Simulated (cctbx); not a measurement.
## Resonant diffraction in Ce2DySn2

Space group I4/mmm (no. 139), a = 4.9570 Å, b = 4.9570 Å, c = 11.6470 Å, α = 90.00°, β = 90.00°, γ = 90.00°.

```csv
atom,mult.,x,y,z,Ueq (Å²)
Dy1,2,0,0,0,0.0215
Ce1,4,1/2,0,1/4,0.0313
Sn1,4,0,0,0.3839,0.0139
```

This is a model crystal, built by substitution and not relaxed, with assumed displacement parameters.

Calculated with cctbx: free-atom f′ and f″ from the Sasaki tables, no fine structure; amplitudes in electrons.

| E (eV) | F 1 0 3 | F 2 2 0 | F 2 1 1 | F 0 2 0 |
| --- | --- | --- | --- | --- |
| 7190 | 189.8 | 330.3 | 27.8 | 399.7 |
| 7540 | 186.2 | 329.6 | 31.1 | 399.1 |
| 7670 | 183.2 | 327.5 | 33.9 | 396.9 |
| 7730 | 180.4 | 325.3 | 36.5 | 394.6 |
| 7760 | 177.6 | 322.9 | 39.1 | 392.0 |
| 7775 | 174.8 | 320.5 | 41.7 | 389.4 |
| 7782 | 172.4 | 318.3 | 44.0 | 387.0 |
| 7786 | 169.8 | 316.0 | 46.4 | 384.5 |
| 7794 | 170.6 | 317.4 | 46.8 | 385.8 |
| 7798 | 173.8 | 320.4 | 43.6 | 389.0 |
| 7805 | 176.6 | 322.9 | 41.0 | 391.7 |
| 7820 | 179.5 | 325.6 | 38.1 | 394.6 |
| 7850 | 182.4 | 328.4 | 35.2 | 397.6 |
| 7940 | 186.1 | 332.0 | 31.6 | 401.5 |
| 8190 | 189.0 | 335.3 | 28.7 | 405.3 |

**Question.** Which edge is crossed, and why do the reflections move as they do?

The L3 edge of Dy. The edge is at 7790 eV. f′ of Dy falls from -11.9 e at 7670 eV to -19.0 e at 4 eV below it, and f″ steps from 3.68 to 10.57 e across it. Over that approach |F| changes by -7 % (1 0 3), -4 % (2 2 0), +37 % (2 1 1) and -3 % (0 2 0): a reflection falls where Dy scatters in phase with the total and rises where it scatters against it; it hardly moves where the Dy term is small or cancels by symmetry. Above the edge the larger f″ enters the imaginary part, where it can add to or cancel the other atoms' f″. The structure is centrosymmetric, so Friedel mates stay equal.

[Logs are printed without paths, hosts, clocks, repeated set-up lines and the standing remarks that a program may print on its own settings, such as how far it seeks lower states.]
